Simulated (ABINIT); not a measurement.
An input for ABINIT 10.8.3 (TiO2 (Anatase)):

```
acell 3*1.0 Angstrom
rprim 
  -1.892100000000 1.892100000000 4.757300000000
  1.892100000000 -1.892100000000 4.757300000000
  1.892100000000 1.892100000000 -4.757300000000
ntypat 2
znucl 22 8
natom 6
typat 1 1 2 2 2 2
xred 
  0.000000000000 0.000000000000 0.000000000000
  0.750000000000 0.250000000000 0.500000000000
  0.208100000000 0.208100000000 0.000000000000
  0.958100000000 0.458100000000 0.500000000000
  0.541900000000 0.041900000000 0.500000000000
  0.791900000000 0.791900000000 0.000000000000
pp_dirpath "pseudos"
pseudos "Ti.upf, O.upf"
ecut 38
ngkpt 4 4 4
nshiftk 1
shiftk 0 0 0
kptopt 1
chksymbreak 0
istwfk *1
occopt 1
irdwfk 1
optdriver 4
nband 106
gwcalctyp 10
ecutsigx 38
symsigma 1
nkptgw 13
kptgw 
  0.0000000000 0.0000000000 0.0000000000
  0.2500000000 0.0000000000 0.0000000000
  0.5000000000 0.0000000000 0.0000000000
  0.2500000000 0.2500000000 0.0000000000
  0.5000000000 0.2500000000 0.0000000000
  -0.2500000000 0.2500000000 0.0000000000
  0.5000000000 0.5000000000 0.0000000000
  0.2500000000 0.2500000000 0.2500000000
  -0.2500000000 0.2500000000 0.2500000000
  0.5000000000 0.5000000000 0.2500000000
  -0.2500000000 0.5000000000 0.2500000000
  -0.2500000000 -0.2500000000 0.2500000000
  0.5000000000 0.5000000000 0.5000000000
bdgw 
  13 30
  13 30
  13 30
  13 30
  13 30
  13 30
  13 30
  13 30
  13 30
  13 30
  13 30
  13 30
  13 30
ecuteps 4.8
irdscr 1
ppmodel 1
irdqps 1
indata_prefix "in"
outdata_prefix "out"
tmpdata_prefix "tmp"
```

```sh
OMP_NUM_THREADS=1 mpirun -n 8 abinit run.abi > log
```

Question: Estimate wall time and host memory on 8 MPI ranks of Arm Neoverse N1, shared host.

It took 28 min; on shared hardware allow 14 min to 56 min. Peak host memory was 20 GiB.

[Paths, hosts, dates, memory and timing lines, banners, echoed tables and standing remarks are left out of the program output.]

[Logs are printed without paths, hosts, clocks, repeated set-up lines and the standing remarks that a program may print on its own settings, such as how far it seeks lower states.]

[Runs of the session that timed out or met a known fault of the program may be left out.]

[Hosts, paths, dates, database ids (printed as entryN), source tags and the programs' standing remarks are cut or masked in the printed files.]

[G0W0 gaps are taken among the corrected bands and points alone; a level outside them can change the order at an edge.]

[Where Ansatz stands beside ABINIT at settings called matched, ABINIT's density can come from a denser mesh and the files from another edition; pairs whose starting gaps differed by over 0.03 eV were left out, so agreement reads better than it is.]
